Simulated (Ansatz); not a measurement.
## CsAgMoO4 (built on the sites of a database entry of CsLiMoO4): from the cell to its phonons

Aim: the vibrations of CsAgMoO4 (built on the sites of a database entry of CsLiMoO4), their spectra, and whether the structure is stable.

Method: DFT PBEsol, scalar-relativistic, plane waves, PAW, in Ansatz 0.2.0.

This is a report of a sequence of runs, with most program output left out.

The structure was built from a prototype and need not be the compound's stable phase.

### 1. The structure

Symmetry: F-43m, No. 216, cubic system. Conventional cell: a = 8.490 Å, b = 8.490 Å, c = 8.490 Å, α = 90.00°, β = 90.00°, γ = 90.00°. Cs has 12 O at 3.53 Å nearest. Nearest to Ag lie 4 O at 1.89 Å. Mo has 4 O at 1.78 Å nearest. Nearest to O lie 1 Mo at 1.78 Å and 1 Ag at 1.89 Å and 3 Cs at 3.53 Å. Farther neighbours and most contacts between anions are not listed.

### 2. Coarse relaxation

A rough relaxation comes first, because large forces or stress need no tight tolerances yet.

Input file input.yaml:

```yaml
crystal:
  lattice:
    - [0.0, 4.24493, 4.24493]
    - [4.24493, 0.0, 4.24493]
    - [4.24493, 4.24493, 0.0]
  atoms:
    - { symbol: Cs, position: [0.75, 0.75, 0.75] }
    - { symbol: Ag, position: [0.5, 0.5, 0.5] }
    - { symbol: Mo, position: [0.25, 0.25, 0.25] }
    - { symbol: O, position: [0.88636748, 0.37121084, 0.37121084] }
    - { symbol: O, position: [0.37121084, 0.37121084, 0.88636748] }
    - { symbol: O, position: [0.37121084, 0.88636748, 0.37121084] }
    - { symbol: O, position: [0.37121084, 0.37121084, 0.37121084] }
kpoints:
  mp_grid: { grid: [4, 4, 4] }
hamiltonian:
  xc: pbesol
scf:
  occupations: { method: gaussian, width: 0.1 }
output:
  forces: true
  stress: true
  eigenvalues: true
relax:
  adjacent_minimum: "off"
  f_tol: 0.05
  max_steps: 80
  cell: { stress_tol: 0.5 }
```

Started as:

```sh
$ ansatz run input.yaml --threads 8 --pin off --max-ram 14336MiB --backend cpu --events-out ev --progress --plain --runs-dir out
```

Elapsed: 4.1 s, on 8 threads of Intel Xeon 6975P-C (Granite Rapids), shared host; peak memory 0.7 GiB; 24 s of CPU time.

Step by step:

| step | energy less that of the first step (eV) | largest force component (eV/Å) | pressure (GPa) | volume (Å³) |
| --- | --- | --- | --- | --- |
| 1 | 0.0000 | 2.5643 | 12.32 | 152.98 |
| 2 | -1.5642 | 0.9781 | 3.52 | 169.90 |
| 3 | -1.8520 | 0.1884 | 1.61 | 178.58 |
| 4 | -1.8790 | 0.2070 | -0.60 | 185.18 |
| 5 | -1.8846 | 0.0071 | 0.03 | 184.88 |
| 6* | -2.0468 | 0.0152 | 1.25 | 184.88 |
| 7 | -2.0577 | 0.0057 | 0.32 | 188.71 |
| 8* | -2.0651 | 0.0054 | 0.33 | 188.71 |

Relaxation steps marked * repeat the geometry before them on a plane-wave basis chosen anew for their cell, so energy and pressure can jump there.

The run keeps the 24 symmetry operations that it works with, so distortions that break them were not tested.

| conventional cell, symmetrised | before | after | change |
| --- | --- | --- | --- |
| a (Å) | 8.490 | 9.105 | +7.2 % |
| b (Å) | 8.490 | 9.105 | +7.2 % |
| c (Å) | 8.490 | 9.105 | +7.2 % |
| volume (Å³/atom) | 21.85 | 26.96 | +23.4 % |

The atoms that moved most (Å, as changes of fractional coordinates times the final cell):

| atom | dx | dy | dz | length |
| --- | --- | --- | --- | --- |
| O7 | -0.084 | -0.084 | -0.084 | 0.146 |
| O5 | 0.084 | 0.084 | -0.084 | 0.146 |
| O4 | -0.084 | 0.084 | 0.084 | 0.146 |
| O6 | 0.084 | -0.084 | 0.084 | 0.146 |

Numbers from this step:

- pressure: 0.3328 GPa
- gap on the k-mesh: 2.856 eV
- volume per atom: 26.96 Å³
- direct gap on mesh: 3.472 eV

In this step the volume went from 21.85 to 26.96 Å³/atom.

### 3. Relaxation

Harmonic phonons are second derivatives at a point where the forces vanish, and they are wanted at zero stress, so atoms and cell are relaxed first.

Input file input.yaml:

```yaml
crystal:
  lattice:
    - [0.0, 4.5525360361, 4.5525360361]
    - [4.5525360361, 0.0, 4.5525360361]
    - [4.5525360361, 4.5525360361, 0.0]
  atoms:
    - { symbol: Cs, position: [0.75, 0.75, 0.75] }
    - { symbol: Ag, position: [0.5, 0.5, 0.5] }
    - { symbol: Mo, position: [0.25, 0.25, 0.25] }
    - { symbol: O, position: [0.9140692923, 0.3619769026, 0.3619769026] }
    - { symbol: O, position: [0.3619769026, 0.3619769026, 0.9140692923] }
    - { symbol: O, position: [0.3619769026, 0.9140692923, 0.3619769026] }
    - { symbol: O, position: [0.3619769026, 0.3619769026, 0.3619769026] }
kpoints:
  mp_grid: { grid: [4, 4, 4] }
hamiltonian:
  xc: pbesol
scf:
  occupations: { method: gaussian, width: 0.02 }
output:
  forces: true
  stress: true
  eigenvalues: true
  write_density: true
  write_potential: true
  elf: true
  volumetric_format: npy
relax:
  adjacent_minimum: "off"
  f_tol: 0.005
  max_steps: 80
  cell: { stress_tol: 0.05 }
```

Elapsed: 2.3 s, on 8 threads; peak memory 0.69 GiB.

Relaxation path:

| step | energy less that of the first step (eV) | largest force component (eV/Å) | pressure (GPa) | volume (Å³) |
| --- | --- | --- | --- | --- |
| 1 | 0.0000 | 0.0054 | 0.33 | 188.71 |
| 2 | 0.0003 | 0.0106 | 0.09 | 189.73 |
| 3 | 0.0010 | 0.0009 | 0.00 | 190.28 |
| 4* | -0.0024 | 0.0010 | 0.03 | 190.28 |

Relaxation steps marked * repeat the geometry before them on a plane-wave basis chosen anew for their cell, so energy and pressure can jump there.

Forces are held to the 24 operations that the run works with; a distortion that breaks them can't arise in this run.

| conventional cell, symmetrised | before | after | change |
| --- | --- | --- | --- |
| a (Å) | 9.105 | 9.130 | +0.3 % |
| b (Å) | 9.105 | 9.130 | +0.3 % |
| c (Å) | 9.105 | 9.130 | +0.3 % |
| volume (Å³/atom) | 26.96 | 27.18 | +0.8 % |

This step gave:

| Item | Value |
| --- | --- |
| pressure | 0.03057 GPa |
| gap on the k-mesh | 2.874 eV |
| volume per atom | 27.18 Å³ |
| direct gap on mesh | 3.491 eV |

Electrostatic potential energy in the ac plane of the conventional cell at fractional y = 0.250, with atoms of Cs and Mo within 0.2 Å of it. With pseudopotentials it is smooth inside the atoms' cores, unlike the true potential.

Values in eV, 13 rows by 16 columns, each cell a mean:
```
  9   9   8   8   7   8   9   9   8   8   7   6   6   7   7   8
  8   8   4  -3  -5   3   7   8   8   6   2  -6  -7   0   5   7
  8   6 -10 -43 -47 -21   4   8   7   4 -11 -21 -20 -17   1   6
  8   5 -14 -49 -51 -27   3   8   7   3 -14 -20 -19 -19   0   6
  8   7   2 -12 -15  -1   6   8   8   5  -1 -12 -13  -4   4   7
  9   9   8   7   6   7   8   9   8   7   6   5   5   6   7   8
  8   8   8   7   7   8   8   8   8   8   8   8   8   8   8   8
  8   7   5   3   2   5   7   8   9   8   7   5   5   7   8   9
  7   5  -4 -17 -18  -9   3   7   8   7  -1 -23 -27  -7   5   8
  7   3 -15 -20 -18 -20   0   6   8   5 -16 -51 -52 -30   3   8
  7   4  -8 -20 -20 -13   2   7   8   6  -6 -34 -39 -14   5   8
  8   7   4  -1  -2   3   6   8   9   8   6   2   1   5   8   9
  8   8   7   7   7   7   8   8   9   9   8   8   8   8   9   9
```
Columns run along a (9.1 Å; values clipped at the 3rd and 97th percentile), rows up along c (9.1 Å), edges of the conventional cell, whose origin can differ from the input's. Atoms in or near the plane, at fractional coordinates: Cs at (0.25, 0.25), Cs at (0.75, 0.75), Mo at (0.75, 0.25), Mo at (0.25, 0.75).

ELF in the ac plane of the conventional cell at fractional y = 0.250, with atoms of Cs and Mo within 0.2 Å of it. It is the smooth field of the valence electrons, not physical close to the nuclei.

Ten even steps from '0' (0.01) to '9' (0.88), each cell a mean:
```
00222100122100000000000000
02454211355310000123320000
13665212366520003688875100
13553343345420027999998400
01323677523210049985699720
00115756721100069940279820
01114767622100059962389820
02433566334310048998899610
14664222356520015899997300
13565211466420001467652000
01343101244200000011100000
00111000011000000000000000
00000000000000022210012210
00001233200000245421135531
00036888751001366521236652
00279999984001355334334542
00499856997200132367752321
00699402798200011575672110
00599623898200111476762210
00489988996100243356633431
00158999973001466422235652
00014676520001356521146642
00000111000000134310124420
00000000000000011100001100
```
Columns run along a (9.1 Å), rows up along c (9.1 Å), edges of the conventional cell, whose origin can differ from the input's. Atoms in or near the plane, at fractional coordinates: Cs at (0.25, 0.25), Cs at (0.75, 0.75), Mo at (0.75, 0.25), Mo at (0.25, 0.75).

Valence density in the ac plane of the conventional cell at fractional y = 0.250, with atoms of Cs and Mo within 0.2 Å of it. It is the smooth field of the valence electrons, not physical close to the nuclei.

Values in e/Å³, 13 rows by 16 columns, each cell a mean:
```
0.0 0.1 0.1 0.1 0.1 0.1 0.1 0.0 0.0 0.0 0.0 0.0 0.0 0.0 0.0 0.0
0.0 0.2 0.3 0.4 0.4 0.4 0.2 0.1 0.0 0.0 0.2 0.4 0.5 0.2 0.0 0.0
0.0 0.2 0.7 3.6 4.4 1.3 0.2 0.1 0.0 0.1 0.6 0.9 0.8 0.8 0.2 0.0
0.0 0.1 0.8 4.6 5.5 1.7 0.2 0.1 0.0 0.1 0.7 0.8 0.6 0.9 0.2 0.0
0.0 0.2 0.4 0.8 1.0 0.5 0.2 0.1 0.0 0.0 0.3 0.7 0.7 0.4 0.1 0.0
0.0 0.1 0.1 0.1 0.1 0.1 0.1 0.0 0.0 0.0 0.0 0.1 0.1 0.0 0.0 0.0
0.0 0.0 0.0 0.0 0.0 0.0 0.0 0.0 0.0 0.0 0.0 0.0 0.0 0.0 0.0 0.0
0.0 0.0 0.1 0.1 0.1 0.1 0.0 0.0 0.0 0.1 0.2 0.2 0.1 0.2 0.1 0.0
0.0 0.1 0.4 0.8 0.9 0.5 0.1 0.0 0.0 0.2 0.5 1.5 1.8 0.7 0.3 0.1
0.0 0.1 0.8 0.7 0.5 1.0 0.2 0.0 0.0 0.1 0.9 5.2 6.0 1.9 0.2 0.1
0.0 0.1 0.5 0.9 0.9 0.7 0.2 0.0 0.0 0.2 0.6 2.6 3.1 1.0 0.2 0.1
0.0 0.0 0.1 0.2 0.3 0.1 0.0 0.0 0.0 0.1 0.3 0.3 0.2 0.3 0.2 0.1
0.0 0.0 0.0 0.0 0.0 0.0 0.0 0.0 0.0 0.0 0.1 0.0 0.0 0.1 0.0 0.0
```
Columns run along a (9.1 Å), rows up along c (9.1 Å), edges of the conventional cell, whose origin can differ from the input's. Atoms in or near the plane, at fractional coordinates: Cs at (0.25, 0.25), Cs at (0.75, 0.75), Mo at (0.75, 0.25), Mo at (0.25, 0.75).

In this step the volume went from 26.96 to 27.18 Å³/atom.

### 4. Tight relaxation

Phonons need a cell at rest on their own settings, so the relaxation is repeated with tight tolerances on forces and stress, using the mesh and the filling of the phonon run that follows.

Input file input.yaml:

```yaml
crystal:
  lattice:
    - [0.0, 4.5651414399, 4.5651414399]
    - [4.5651414399, 0.0, 4.5651414399]
    - [4.5651414399, 4.5651414399, 0.0]
  atoms:
    - { symbol: Cs, position: [0.75, 0.75, 0.75] }
    - { symbol: Ag, position: [0.5, 0.5, 0.5] }
    - { symbol: Mo, position: [0.25, 0.25, 0.25] }
    - { symbol: O, position: [0.9147950655, 0.3617349782, 0.3617349782] }
    - { symbol: O, position: [0.3617349782, 0.3617349782, 0.9147950655] }
    - { symbol: O, position: [0.3617349782, 0.9147950655, 0.3617349782] }
    - { symbol: O, position: [0.3617349782, 0.3617349782, 0.3617349782] }
kpoints:
  mp_grid: { grid: [4, 4, 4] }
hamiltonian:
  xc: pbesol
scf:
  occupations: { method: fixed }
output:
  forces: true
  stress: true
  eigenvalues: true
relax:
  adjacent_minimum: "off"
  f_tol: 0.001
  max_steps: 60
  cell: { stress_tol: 0.01 }
```

Run time: 1.6 s. Hardware: 8 threads; peak memory 0.7 GiB; 9.8 s of CPU time.

Little changed from the start: no atom moved by 0.005 Å and no cell edge by 0.1 %.

This step gave:

```
pressure           : 0.009123 GPa
gap on the k-mesh  : 2.875 eV
volume per atom    : 27.20 Å³
direct gap on mesh : 3.492 eV
```

The largest force component left is 0.66 meV/Å and the pressure is 0.009 GPa, within the tolerances set. The cell now holds 27.20 Å³/atom.

### 5. Zone-centre response

The zone centre comes first: it holds the modes that light can see, as far as symmetry allows. The response to a homogeneous field gives the Born charges and the dielectric tensor.

Input file input.yaml:

```yaml
crystal:
  lattice:
    - [0.0, 4.5658374057, 4.5658374057]
    - [4.5658374057, 0.0, 4.5658374057]
    - [4.5658374057, 4.5658374057, 0.0]
  atoms:
    - { symbol: Cs, position: [0.75, 0.75, 0.75] }
    - { symbol: Ag, position: [0.5, 0.5, 0.5] }
    - { symbol: Mo, position: [0.25, 0.25, 0.25] }
    - { symbol: O, position: [0.9148221723, 0.3617259426, 0.3617259426] }
    - { symbol: O, position: [0.3617259426, 0.3617259426, 0.9148221723] }
    - { symbol: O, position: [0.3617259426, 0.9148221723, 0.3617259426] }
    - { symbol: O, position: [0.3617259426, 0.3617259426, 0.3617259426] }
kpoints:
  mp_grid: { grid: [4, 4, 4] }
hamiltonian:
  xc: pbesol
scf:
  occupations: { method: fixed }
output:
  eigenvalues: true
phonons:
  method: dfpt
  dielectric: true
  rigid_motions: translations
```

Elapsed: 13 s, on 8 threads; peak memory 1.5 GiB.

This step gave:

| Quantity | Value |
| --- | --- |
| sum-rule residual before enforcement | 9.93e-5 eV/Å² |
| miss of the charge sum rule | 5.42e-5 e |
| point group | -43m |
| highest optical mode at the zone centre (no LO-TO term) | 921.4 cm⁻¹ |
| lowest optical zone-centre mode | -102.0 cm⁻¹ |
| mean high-frequency dielectric constant | 2.937 |
| largest Born charge (third of the trace) | 3.562 e |
| top of the zone-centre spectrum with the field | 921.4 cm⁻¹ |

Without the LO-TO term. Patterns of degenerate modes are one choice out of their space. Modes at Γ, with each element's share of the kinetic energy (negative means imaginary):

| mode | frequency (cm⁻¹) | symmetry | Cs % | Ag % | Mo % | O % |
| --- | --- | --- | --- | --- | --- | --- |
| 1 | -102.0 | T1 | 0 | 0 | 0 | 100 |
| 2 | -102.0 | T1 | 0 | 0 | 0 | 100 |
| 3 | -102.0 | T1 | 0 | 0 | 0 | 100 |
| 4 | -28.0 | T2 | 67 | 10 | 13 | 11 |
| 5 | -28.0 | T2 | 67 | 10 | 13 | 11 |
| 6 | -28.0 | T2 | 66 | 10 | 13 | 11 |
| 7 | 0.0 | acoustic | 33 | 27 | 24 | 16 |
| 8 | 0.0 | acoustic | 33 | 27 | 24 | 16 |
| 9 | 0.0 | acoustic | 33 | 27 | 24 | 16 |
| 10 | 116.5 | T2 | 0 | 61 | 15 | 24 |
| 11 | 116.5 | T2 | 0 | 61 | 15 | 24 |
| 12 | 116.5 | T2 | 0 | 61 | 15 | 24 |
| 13 | 268.3 | E | 0 | 0 | 0 | 100 |
| 14 | 268.3 | E | 0 | 0 | 0 | 100 |
| 15 | 312.5 | T2 | 0 | 2 | 30 | 68 |
| 16 | 312.5 | T2 | 0 | 2 | 30 | 68 |
| 17 | 312.5 | T2 | 0 | 2 | 30 | 68 |
| 18 | 849.5 | T2 | 0 | 0 | 19 | 81 |
| 19 | 849.5 | T2 | 0 | 0 | 19 | 81 |
| 20 | 849.5 | T2 | 0 | 0 | 19 | 81 |
| 21 | 921.4 | A1 | 0 | 0 | 0 | 100 |

Displacements in mode 2 (-102.0 cm⁻¹), the largest set to 1:
```
Cs1  0.00  0.00  0.00
Ag2  0.00  0.00  0.00
Mo3  0.00  0.00  0.00
O4   0.71 -0.16  0.86
O5   0.14  0.16  0.29
O6  -0.14 -1.00 -0.86
O7  -0.71  1.00 -0.29
```

Displacements in mode 15 (312.5 cm⁻¹), the largest set to 1:
```
Cs1  0.00 -0.02  0.01
Ag2  0.00 -0.15  0.07
Mo3  0.02  0.61 -0.31
O4  -0.34 -0.98  0.95
O5   0.96 -0.27 -0.35
O6  -1.00 -0.32 -0.31
O7   0.30 -0.93  0.99
```

Optical modes at the zone centre, without and with the macroscopic field of the longitudinal modes; each column is sorted by frequency, so a row need not hold one and the same mode. Modes with and without the field, by row:

| rank among optical modes | no field (cm⁻¹) | q along (1, 0, 0) (cm⁻¹) |
| --- | --- | --- |
| 1 | -102 | -102 |
| 2 | -102 | -102 |
| 3 | -102 | -102 |
| 4 | -28 | -28 |
| 5 | -28 | -28 |
| 6 | -28 | 27.7 |
| 7 | 116.5 | 116.5 |
| 8 | 116.5 | 116.5 |
| 9 | 116.5 | 129.9 |
| 10 | 268.3 | 268.3 |
| 11 | 268.3 | 268.3 |
| 12 | 312.5 | 312.5 |
| 13 | 312.5 | 312.5 |
| 14 | 312.5 | 313.1 |
| 15 | 849.5 | 849.5 |
| 16 | 849.5 | 849.5 |
| 17 | 849.5 | 906.3 |
| 18 | 921.4 | 921.4 |

Born charge (rows field, columns displacement) (e), principal values of the symmetric part by kind of site:

| atom | atoms with these values | low | middle | high | mean |
| --- | --- | --- | --- | --- | --- |
| Cs1 | 1 | 1.32 | 1.32 | 1.32 | 1.32 |
| Ag2 | 1 | 1.16 | 1.16 | 1.16 | 1.16 |
| Mo3 | 1 | 3.56 | 3.56 | 3.56 | 3.56 |
| O4 | 4 | -3.44 | -0.54 | -0.54 | -1.51 |

In full for Mo3:

```
3.56 0.00 0.00
0.00 3.56 0.00
0.00 0.00 3.56
```

High-frequency dielectric tensor:

```
2.94 0.00 0.00
0.00 2.94 0.00
0.00 0.00 2.94
```

Transverse modes; imaginary modes are left out. Lines of the infrared spectrum (strongest = 100):

| position (cm⁻¹) | label | relative intensity |
| --- | --- | --- |
| 116 | T2 | 3.4 |
| 268 | E | 0.0 |
| 312 | T2 | 0.4 |
| 850 | T2 | 100 |
| 921 | A1 | 0.0 |

Before it was imposed, the acoustic sum rule was missed by 9.9e-5 eV/Å² and the charge sum rule by 5.4e-5 e. Small misses are needed for a sound result but don't prove that mesh and cutoff are converged. The lowest optical mode is imaginary, 102.0i cm⁻¹, so the energy falls along it.

[end of part 1 of 2]

[Logs are printed without paths, hosts, clocks, repeated set-up lines and the standing remarks that a program may print on its own settings, such as how far it seeks lower states.]

[Hosts, paths, dates, database ids (printed as entryN), source tags and the programs' standing remarks are cut or masked in the printed files.]
